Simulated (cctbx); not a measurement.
## What is wrong with this refinement?

Cell a = 3.9830 Å, b = 3.9830 Å, c = 12.5340 Å, α = 90.00°, β = 90.00°, γ = 90.00°; space group I4/mmm (no. 139).

Simulated single-crystal data (cctbx): Mo Kα, λ = 0.71073 Å, to d = 0.8 Å, 95 % of the full sphere, strongest reflection 20000 counts, noise from counting, a 3 % proportional error and a noise floor of 2 counts (s.d.); no absorption.

An anisotropic refinement with weights 1/σ² prints:

```text
Rint 0.026, 81 unique reflections to 0.80 A
cycle     R1     wR2    GooF  max shift (A)
   1  0.4296  0.7010  51.334   0.00706
   2  0.4213  0.6710  49.138   0.00003
final R1 0.4213 wR2 0.6710 GooF 49.138  parameters 5  data/parameter 16.2
atom        x        y        z      Ueq    occ   su(xyz)  su(Uiso or U11)
Bi1    0.50000  0.50000  0.13902  -0.0001  1.000  0.00081  0.0071  NPD
Fe1    0.00000  0.50000  0.25000   0.0197  1.000  0.00000  0.0273  NPD
difference map: max 261.43 min -32.84 rms 14.27
Q1    0.0000  0.0000  0.0000    2  261.43  3.31 A from Bi1
Q2    0.0000  0.0000  0.3577    4  178.34  0.04 A from Bi1
Q3    0.0000  0.0000  0.2174    4   26.82  1.80 A from Bi1
Q4    0.0000  0.5000  0.0000    4   26.22  2.65 A from Bi1
Q5    0.0000  0.5000  0.2500    4   23.46  0.00 A from Fe1
Q6    0.0000  0.0000  0.1577    4   15.23  2.30 A from Fe1
```

**Question.** Can this result stand? If not, what is the likely fault?

Mend it. The fault: an atom left out, Cd at (0, 0, 0). Against the right model at the same level, R1 goes from 0.0056 to 0.4213 and GooF from 0.97 to 49.14, the top difference peak, 261.4 e/Å³, lies 3.31 Å from Bi1 and Bi1 and Fe1 go non-positive-definite. Q1 is the missing atom. With scattering power missing, scale and phases suffer, so peaks may also grow on the heavy atoms.

The compound is CdFe2Bi2. The right model at the same level gives:

```text
Rint 0.026, 81 unique reflections to 0.80 A
cycle     R1     wR2    GooF  max shift (A)
   1  0.0117  0.0384   2.853   0.00006
   2  0.0056  0.0131   0.972   0.00000
final R1 0.0056 wR2 0.0131 GooF 0.972  parameters 7  data/parameter 11.6
atom        x        y        z      Ueq    occ   su(xyz)  su(Uiso or U11)
Bi1    0.50000  0.50000  0.13959   0.0040  1.000  0.00001  0.0001
Cd1    0.00000  0.00000  0.00000   0.0043  1.000  0.00000  0.0002
Fe1    0.00000  0.50000  0.25000   0.0097  1.000  0.00000  0.0003
difference map: max 0.41 min -0.73 rms 0.13
Q1    0.1611  0.1611  0.0000    8    0.42  0.91 A from Cd1
Q2    0.1956  0.1956  0.3583   16    0.36  1.10 A from Bi1
Q3    0.0000  0.5000  0.1013    8    0.31  1.86 A from Fe1
Q4    0.1744  0.3256  0.2500   16    0.30  0.98 A from Fe1
Q5    0.1749  0.1749  0.0849   16    0.27  1.45 A from Cd1
Q6    0.1387  0.1387  0.4545   16    0.18  1.41 A from Bi1
```

The model was made for the exercise: a known structure type with other elements put in, its volume estimated, not relaxed; displacement parameters are assumed.

[Middle refinement cycles are left out of these outputs.]

[Logs are printed without paths, hosts, clocks, repeated set-up lines and the standing remarks that a program may print on its own settings, such as how far it seeks lower states.]
